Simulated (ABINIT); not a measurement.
# InP (F-43m): G0W0 in ABINIT against the plane-wave cutoff

Aim: move the plane-wave cutoff of a G0W0 run on InP (F-43m) over a wide range.

Main program and level: ABINIT 10.8.3; PBE and many-body steps on it, plane waves.

The database entry behind the starting cell differs from later determinations by our own check (0.1 to 0.3 % short, probably kX units), so it need not match the best structure at ambient conditions.

## (1) Starting point

Symmetry: F-43m, No. 216, cubic system. Conventional cell: a = 5.861 Å, b = 5.861 Å, c = 5.861 Å, α = 90.00°, β = 90.00°, γ = 90.00°. Nearest to In lie 4 P at 2.54 Å. Nearest to P lie 4 In at 2.54 Å. Farther neighbours are not listed.

The cell and positions come from the Crystallography Open Database and are kept as given unless a step says otherwise.

## (2) Empty states on the mesh, 4×4×4 mesh, 340 bands

This step: ABINIT 10.8.3; DFT, PBE, plane waves, norm-conserving pseudopotentials.

The sums over transitions need many empty states on a uniform mesh; this step solves for them.

run.abi reads:

```
acell 3*1.0 Angstrom
rprim 
  -0.000000000000 2.930500000000 2.930500000000
  2.930500000000 -0.000000000000 2.930500000000
  2.930500000000 2.930500000000 -0.000000000000
ntypat 2
znucl 49 15
natom 2
typat 1 2
xred 
  0.000000000000 0.000000000000 0.000000000000
  0.250000000000 0.250000000000 0.250000000000
pp_dirpath "pseudos"
pseudos "In.upf, P.upf"
ecut 31
ngkpt 4 4 4
nshiftk 1
shiftk 0 0 0
kptopt 1
chksymbreak 0
irdden 1
istwfk *1
nband 340
prtvol 0
optdriver 6
gwr_task "HDIAGO"
paral_kgb 0
occopt 1
indata_prefix "in"
outdata_prefix "out"
tmpdata_prefix "tmp"
```

The run is started by

```bash
$ OMP_NUM_THREADS=1 mpirun -n 4 abinit run.abi > log
```

Numbers of over 12 decimals in the logs are rounded to 6 here.

Output:

```text
.Version 10.8.3 of ABINIT. v10.8.2 released Aug 2026.

 Symmetries : space group F-4 3 m (#216); Bravais cF (face-center cubic)
[... echo of the input left out ...]
== DATASET  1 ==================================================================
-   mpi_nproc: 4, omp_nthreads: 1 (-1 if OMP is not activated)

--- !DatasetInfo
iteration_state: {dtset: 1, }
dimensions: {natom: 2, nkpt: 8, mband: 340, nsppol: 1, nspinor: 1, nspden: 1, mpw: 2826, }
cutoff_energies: {ecut:  31.0, pawecutdg:  -1.0, }
[...]
Direct band gap semiconductor
 Fundamental gap:     0.709 (eV)
   VBM:     4.474 (eV) at k: [ 0.0000E+00,  0.0000E+00,  0.0000E+00]
   CBM:     5.183 (eV) at k: [ 0.0000E+00,  0.0000E+00,  0.0000E+00]
 Direct gap:         0.709 (eV) at k: [ 0.0000E+00,  0.0000E+00,  0.0000E+00]

== END DATASET(S) ==============================================================
================================================================================

 -outvars: echo values of variables after computation  --------
           etotal      0.0000000000E+00
            nband         340
             nkpt           8
          spgroup         216
 [... the other variables as echoed above ...]

 Calculation completed.
```

It took 42 s on 4 MPI ranks of Arm Neoverse V1, shared host; peak memory 2 GiB; 2.8 min of CPU time.

This step gave:

```
gap                                                           : 0.7094 eV
k of the valence top                                          : 0, 0, 0
k of the conduction bottom                                    : 0, 0, 0
least direct gap                                              : 0.7094 eV
k points computed                                             : 8
lowest point of the top converged band, above the valence top : 186.6965 eV
```

On this mesh the gap is 0.709 eV.

The density comes from a self-consistent run that is not shown.

## (3) Empty states on the mesh, 4×4×4 mesh, 98 bands

run.abi, as its differences from that of step 2:

```diff
@@ -14,3 +14,3 @@
 pseudos "In.upf, P.upf"
-ecut 31
+ecut 19
 ngkpt 4 4 4
@@ -22,3 +22,3 @@
 istwfk *1
-nband 340
+nband 98
 prtvol 0
```

Output:

```text
[banner, memory and clock lines left out]
.Version 10.8.3 of ABINIT. v10.8.2 released Aug 2026.

 Symmetries : space group F-4 3 m (#216); Bravais cF (face-center cubic)
[... echo of the input left out ...]
== DATASET  1 ==================================================================
-   mpi_nproc: 4, omp_nthreads: 1 (-1 if OMP is not activated)

--- !DatasetInfo
iteration_state: {dtset: 1, }
dimensions: {natom: 2, nkpt: 8, mband: 98, nsppol: 1, nspinor: 1, nspden: 1, mpw: 1363, }
cutoff_energies: {ecut:  19.0, pawecutdg:  -1.0, }
[...]
Integrated=    1.8000E+01

 === KS gaps after direct diagonalization ===
 Direct band gap semiconductor
 Fundamental gap:     0.674 (eV)
   VBM:     4.501 (eV) at k: [ 0.0000E+00,  0.0000E+00,  0.0000E+00]
   CBM:     5.175 (eV) at k: [ 0.0000E+00,  0.0000E+00,  0.0000E+00]
 Direct gap:         0.674 (eV) at k: [ 0.0000E+00,  0.0000E+00,  0.0000E+00]

== END DATASET(S) ==============================================================

 -outvars: echo values of variables after computation  --------
           etotal      0.0000000000E+00
            nband          98
             nkpt           8
          spgroup         216
 [... the other variables as echoed above ...]

 Calculation completed.
```

Elapsed: 6.8 s, on 4 MPI ranks; peak memory 0.65 GiB.

Numbers from this step:

```
gap                                                           : 0.6742 eV
k of the valence top                                          : 0, 0, 0
k of the conduction bottom                                    : 0, 0, 0
least direct gap                                              : 0.6742 eV
k points computed                                             : 8
lowest point of the top converged band, above the valence top : 69.2591 eV
```

On this mesh the gap is 0.674 eV.

## (4) Empty states on the mesh, 4×4×4 mesh, 98 bands

run.abi, as its differences from that of step 3:

```diff
@@ -14,3 +14,3 @@
 pseudos "In.upf, P.upf"
-ecut 19
+ecut 25
 ngkpt 4 4 4
```

Output:

```text
[banner, memory and clock lines left out]
.Version 10.8.3 of ABINIT. v10.8.2 released Aug 2026.

 Symmetries : space group F-4 3 m (#216); Bravais cF (face-center cubic)
[... echo of the input left out ...]
== DATASET  1 ==================================================================
-   mpi_nproc: 4, omp_nthreads: 1 (-1 if OMP is not activated)

--- !DatasetInfo
iteration_state: {dtset: 1, }
dimensions: {natom: 2, nkpt: 8, mband: 98, nsppol: 1, nspinor: 1, nspden: 1, mpw: 2085, }
cutoff_energies: {ecut:  25.0, pawecutdg:  -1.0, }
[...]
Integrated=    1.8000E+01

 === KS gaps after direct diagonalization ===
 Direct band gap semiconductor
 Fundamental gap:     0.708 (eV)
   VBM:     4.476 (eV) at k: [ 0.0000E+00,  0.0000E+00,  0.0000E+00]
   CBM:     5.184 (eV) at k: [ 0.0000E+00,  0.0000E+00,  0.0000E+00]
 Direct gap:         0.708 (eV) at k: [ 0.0000E+00,  0.0000E+00,  0.0000E+00]

== END DATASET(S) ==============================================================

 -outvars: echo values of variables after computation  --------
           etotal      0.0000000000E+00
            nband          98
             nkpt           8
          spgroup         216
 [... the other variables as echoed above ...]

 Calculation completed.
```

Wall time 18 s (4 MPI ranks); peak memory 1.1 GiB; 70 s of CPU time.

This step gave:

```
gap                                                           : 0.7081 eV
k of the valence top                                          : 0, 0, 0
k of the conduction bottom                                    : 0, 0, 0
least direct gap                                              : 0.7081 eV
k points computed                                             : 8
lowest point of the top converged band, above the valence top : 69.0029 eV
```

On this mesh the gap is 0.708 eV.

## (5) Empty states on the mesh, 4×4×4 mesh, 98 bands

run.abi, as its differences from that of step 4:

```diff
@@ -14,3 +14,3 @@
 pseudos "In.upf, P.upf"
-ecut 25
+ecut 39
 ngkpt 4 4 4
@@ -20,2 +20,3 @@
 chksymbreak 0
+iscf -2
 irdden 1
@@ -23,7 +24,6 @@
 nband 98
+nbdbuf 8
+tolwfr 1e-09
+nstep 60
 prtvol 0
-optdriver 6
-gwr_task "HDIAGO"
-paral_kgb 0
-occopt 1
 indata_prefix "in"
```

Output:

```text
.Version 10.8.3 of ABINIT. v10.8.2 released Aug 2026.

 Symmetries : space group F-4 3 m (#216); Bravais cF (face-center cubic)
[... echo of the input left out ...]
== DATASET  1 ==================================================================
-   mpi_nproc: 4, omp_nthreads: 1 (-1 if OMP is not activated)

--- !DatasetInfo
iteration_state: {dtset: 1, }
dimensions: {natom: 2, nkpt: 8, mband: 98, nsppol: 1, nspinor: 1, nspden: 1, mpw: 3984, }
cutoff_energies: {ecut:  39.0, pawecutdg:  -1.0, }
[...]
2.73527    2.73527    2.74310    2.75533    2.75533    2.75533    2.81350    2.81350
   2.83578    2.83578    2.83578    2.98813    2.98824    2.98887    2.99969    3.00067
   3.00270    3.00405
 prteigrs : prtvol=0 or 1, do not print more k-points.

== END DATASET(S) ==============================================================
================================================================================

 -outvars: echo values of variables after computation  --------
            nband          98
             nkpt           8
          spgroup         216
 [... the other variables as echoed above ...]

 Calculation completed.
```

Elapsed: 26 s, on 4 MPI ranks; peak memory 0.33 GiB.

Numbers from this step:

```yaml
gap: 0.7091 eV
k_of_the_valence_top: 0, 0, 0
k_of_the_conduction_bottom: 0, 0, 0
least_direct_gap: 0.7091 eV
k_points_computed: 8
lowest_point_of_the_top_converged_band_above_the_valence_top: 68.9583 eV
```

On this mesh the gap is 0.709 eV.

## (6) Screening, 4×4×4 mesh, 90 bands, screening to 163.3 eV

The RPA dielectric matrix is built and inverted for each q.

This step: RPA screening on PBE, plane waves, norm-conserving pseudopotentials.

run.abi, as its differences from that of step 5:

```diff
@@ -14,3 +14,3 @@
 pseudos "In.upf, P.upf"
-ecut 39
+ecut 19
 ngkpt 4 4 4
@@ -20,10 +20,11 @@
 chksymbreak 0
-iscf -2
-irdden 1
 istwfk *1
-nband 98
-nbdbuf 8
-tolwfr 1e-09
-nstep 60
-prtvol 0
+occopt 1
+irdwfk 1
+optdriver 3
+nband 90
+ecuteps 6
+inclvkb 2
+awtr 1
+symchi 1
 indata_prefix "in"
```

Output:

```text
.Version 10.8.3 of ABINIT. v10.8.2 released Aug 2026.

 Symmetries : space group F-4 3 m (#216); Bravais cF (face-center cubic)
[... echo of the input left out ...]
== DATASET  1 ==================================================================
-   mpi_nproc: 4, omp_nthreads: 1 (-1 if OMP is not activated)

--- !DatasetInfo
iteration_state: {dtset: 1, }
dimensions: {natom: 2, nkpt: 8, mband: 90, nsppol: 1, nspinor: 1, nspden: 1, mpw: 1363, }
cutoff_energies: {ecut:  19.0, pawecutdg:  -1.0, }
electrons: {nelect:   1.80000000E+01, charge:   0.00000000E+00, occopt:   1.00000000E+00, tsmear:   1.00000000E-02, }

 SCREENING: Calculation of the susceptibility and dielectric matrices

 Based on a program developped by R.W. Godby, V. Olevano, G. Onida, and L. Reining.
 Incorporated in ABINIT by V. Olevano, G.-M. Rignanese, and M. Torrent.
.Using double precision arithmetic ; gwpc =  8

[... cell and pseudopotentials left out ...]
--------------------------------------------------------------------------------

 ==== K-mesh for the wavefunctions ====
 Number of points in the irreducible wedge :     8
[... list of points left out ...]
 Together with 24 symmetry operations and time-reversal symmetry
 yields    64 points in the full Brillouin Zone.

 ==== Q-mesh for the screening function ====
 Number of points in the irreducible wedge :     8
[... list of points left out ...]
 Together with 24 symmetry operations and time-reversal symmetry
 yields    64 points in the full Brillouin Zone.

 setmesh: FFT mesh size selected  =    24x   24x   24
          total number of points  =        13824

 vcoul_init : cutoff-mode = AUXILIARY_FUNCTION
 q-points for optical limit:   1
     1)      0.000010    0.000020    0.000030

- screening: taking advantage of time-reversal symmetry
- Maximum band index for partially occupied states nbvw = 9
- Remaining bands to be divided among processors   nbcw = 81
- Number of bands treated by each node ~20

 Number of electrons calculated from density =   18.0000; Expected =   18.0000
 average of density, n =  0.052993
 r_s =    1.6516
 omega_plasma =   22.2058 [eV]

 calculating chi0 at frequencies [eV] :
  1    0.000000E+00    0.000000E+00
  2    0.000000E+00    2.220578E+01

--------------------------------------------------------------------------------
  q-point number  1        q = ( 0.000000, 0.000000, 0.000000) [r.l.u.]
--------------------------------------------------------------------------------
[... chi0 elements left out ...]
 For q-point:  0.000010 0.000020 0.000030
  dielectric constant =  47.7473
  dielectric constant without local fields =  50.4307

  Average fulfillment of the sum rule on Im[epsilon] for q-point    1 :     79.15  [%]
[... wings left out ...]
  q-point number  2        q = ( 0.250000, 0.000000, 0.000000) [r.l.u.]
--------------------------------------------------------------------------------
[... chi0 elements left out ...]
  Average fulfillment of the sum rule on Im[epsilon] for q-point    2 :    103.99  [%]

 [... 6 further q-points ...]
```

Run time: 17 s. Hardware: 4 MPI ranks; peak memory 0.49 GiB.

Numbers from this step:

* ε∞ with local fields, on this mesh, along the program's q direction: 47.75
* the same without local fields: 50.43
* plasma frequency: 22.21 eV
* plane waves in the screening matrix: 259

Local fields lower ε∞ by 5 %. On a Γ-centred mesh this coarse the value itself is usually too large, while a short band sum pulls it down.

## (7) 19 Ha

This step: G0W0 on PBE, plane waves, norm-conserving pseudopotentials.

run.abi, as its differences from that of step 6:

```diff
@@ -23,8 +23,15 @@
 irdwfk 1
-optdriver 3
+optdriver 4
 nband 90
+gwcalctyp 0
+ecutsigx 19
+symsigma 1
+nkptgw 1
+kptgw 
+  0.0000000000 0.0000000000 0.0000000000
+bdgw 
+  7 13
 ecuteps 6
-inclvkb 2
-awtr 1
-symchi 1
+irdscr 1
+ppmodel 1
 indata_prefix "in"
```

Output:

```text
.Version 10.8.3 of ABINIT. v10.8.2 released Aug 2026.

 Symmetries : space group F-4 3 m (#216); Bravais cF (face-center cubic)
[... echo of the input left out ...]
== DATASET  1 ==================================================================
-   mpi_nproc: 4, omp_nthreads: 1 (-1 if OMP is not activated)

--- !DatasetInfo
iteration_state: {dtset: 1, }
dimensions: {natom: 2, nkpt: 8, mband: 90, nsppol: 1, nspinor: 1, nspden: 1, mpw: 1363, }
cutoff_energies: {ecut:  19.0, pawecutdg:  -1.0, }
electrons: {nelect:   1.80000000E+01, charge:   0.00000000E+00, occopt:   1.00000000E+00, tsmear:   1.00000000E-02, }

 SIGMA: Calculation of the GW corrections

 Based on a program developped by R.W. Godby, V. Olevano, G. Onida, and L. Reining.
 Incorporated in ABINIT by V. Olevano, G.-M. Rignanese, and M. Torrent.
.Using double precision arithmetic ; gwpc =  8

[... cell and pseudopotentials left out ...]
--------------------------------------------------------------------------------

 ==== K-mesh for the wavefunctions ====
 Number of points in the irreducible wedge :     8
[... list of points left out ...]
 Together with 24 symmetry operations and time-reversal symmetry
 yields    64 points in the full Brillouin Zone.

 ==== Q-mesh for screening function ====
 Number of points in the irreducible wedge :     8
[... list of points left out ...]
 Together with 24 symmetry operations and time-reversal symmetry
 yields    64 points in the full Brillouin Zone.

 vcoul_init : cutoff-mode = AUXILIARY_FUNCTION
 q-points for optical limit:   1
     1)      0.000010    0.000020    0.000030
 setmesh: FFT mesh size selected  =    32x   32x   32
          total number of points  =        32768

 Number of electrons calculated from density =   18.0000; Expected =   18.0000
 average of density, n =  0.052993
 r_s =    1.6516
 omega_plasma =   22.2058 [eV]

 === KS Band Gaps ===
  >>>> For spin  1
   Minimum direct gap =   0.6742 [eV], located at k-point      :   0.0000  0.0000  0.0000
   Fundamental gap    =   0.6742 [eV], Top of valence bands at :   0.0000  0.0000  0.0000
                                       Bottom of conduction at :   0.0000  0.0000  0.0000
 SIGMA fundamental parameters:
 PLASMON POLE MODEL  1
 number of plane-waves for SigmaX                 1363
 number of plane-waves for SigmaC and W            259
 number of plane-waves for wavefunctions          1363
 number of bands                                    90
 number of independent spin polarizations            1
 number of spinorial components                      1
 number of k-points in IBZ                           8
 number of q-points in IBZ                           8
 number of symmetry operations                      24
 number of k-points in BZ                           64
 number of q-points in BZ                           64
 number of frequencies for dSigma/dE                 9
 frequency step for dSigma/dE [eV]                0.25
 number of omega for Sigma on real axis              0
 max omega for Sigma on real axis  [eV]           0.00
 zcut for avoiding poles [eV]                     0.10

 EPSILON^-1 parameters (SCR file):
 dimension of the eps^-1 matrix on file            259
 dimension of the eps^-1 matrix used               259
 number of plane-waves for wavefunctions          1363
 number of bands                                    90
 number of q-points in IBZ                           8
 number of frequencies                               2
 number of real frequencies                          1
 number of imag frequencies                          1

 matrix elements of self-energy operator (all in [eV])

 Perturbative Calculation

--- !SelfEnergy_ee
iteration_state: {dtset: 1, }
kpoint     : [   0.000,    0.000,    0.000, ]
spin       : 1
KS_gap     :    0.674
QP_gap     :    0.949
Delta_QP_KS:    0.274
data: !SigmaeeData |
     Band     E0 <VxcDFT>   SigX SigC(E0)      Z dSigC/dE  Sig(E)    E-E0       E
        7   4.501 -12.510 -14.154   1.299   0.772  -0.295 -12.776  -0.267   4.234
        8   4.501 -12.510 -14.154   1.299   0.772  -0.295 -12.776  -0.267   4.234
        9   4.501 -12.510 -14.154   1.299   0.772  -0.295 -12.776  -0.267   4.234
       10   5.175 -11.343  -7.565  -3.769   0.785  -0.273 -11.335   0.008   5.183
       11   8.566 -10.248  -6.417  -3.916   0.790  -0.266 -10.315  -0.067   8.499
       12   8.566 -10.248  -6.417  -3.916   0.790  -0.266 -10.315  -0.067   8.499
       13   8.566 -10.248  -6.417  -3.916   0.790  -0.266 -10.315  -0.067   8.499

== END DATASET(S) ==============================================================
================================================================================

 -outvars: echo values of variables after computation  --------
           etotal      0.0000000000E+00
            nband          90
             nkpt           8
          spgroup         216
 [... the other variables as echoed above ...]

 Calculation completed.
```

Wall time 6.6 s (4 MPI ranks); peak memory 0.55 GiB.

Numbers from this step:

- G0W0 gap on the points computed: 0.9490 eV
- starting gap on the mesh: 0.6742 eV
- k of the valence top: 0, 0, 0
- k of the conduction bottom: 0, 0, 0
- Z at the valence top: 0.772
- Z at the conduction bottom: 0.785
- least direct G0W0 gap on the computed points: 0.9490 eV

(Part 1 of 2 ends here.)

[Paths, hosts, dates, memory and timing lines, banners, echoed tables and standing remarks are left out of the program output.]

[Logs are printed without paths, hosts, clocks, repeated set-up lines and the standing remarks that a program may print on its own settings, such as how far it seeks lower states.]

[Runs of the session that timed out or met a known fault of the program may be left out.]

[No measured gap is set beside runs whose start may be inverted or whose files or cutoffs have a known fault.]

[Hosts, paths, dates, database ids (printed as entryN), source tags and the programs' standing remarks are cut or masked in the printed files.]

[G0W0 gaps are taken among the corrected bands and points alone; a level outside them can change the order at an edge.]

[Where Ansatz stands beside ABINIT at settings called matched, ABINIT's density can come from a denser mesh and the files from another edition; pairs whose starting gaps differed by over 0.03 eV were left out, so agreement reads better than it is.]
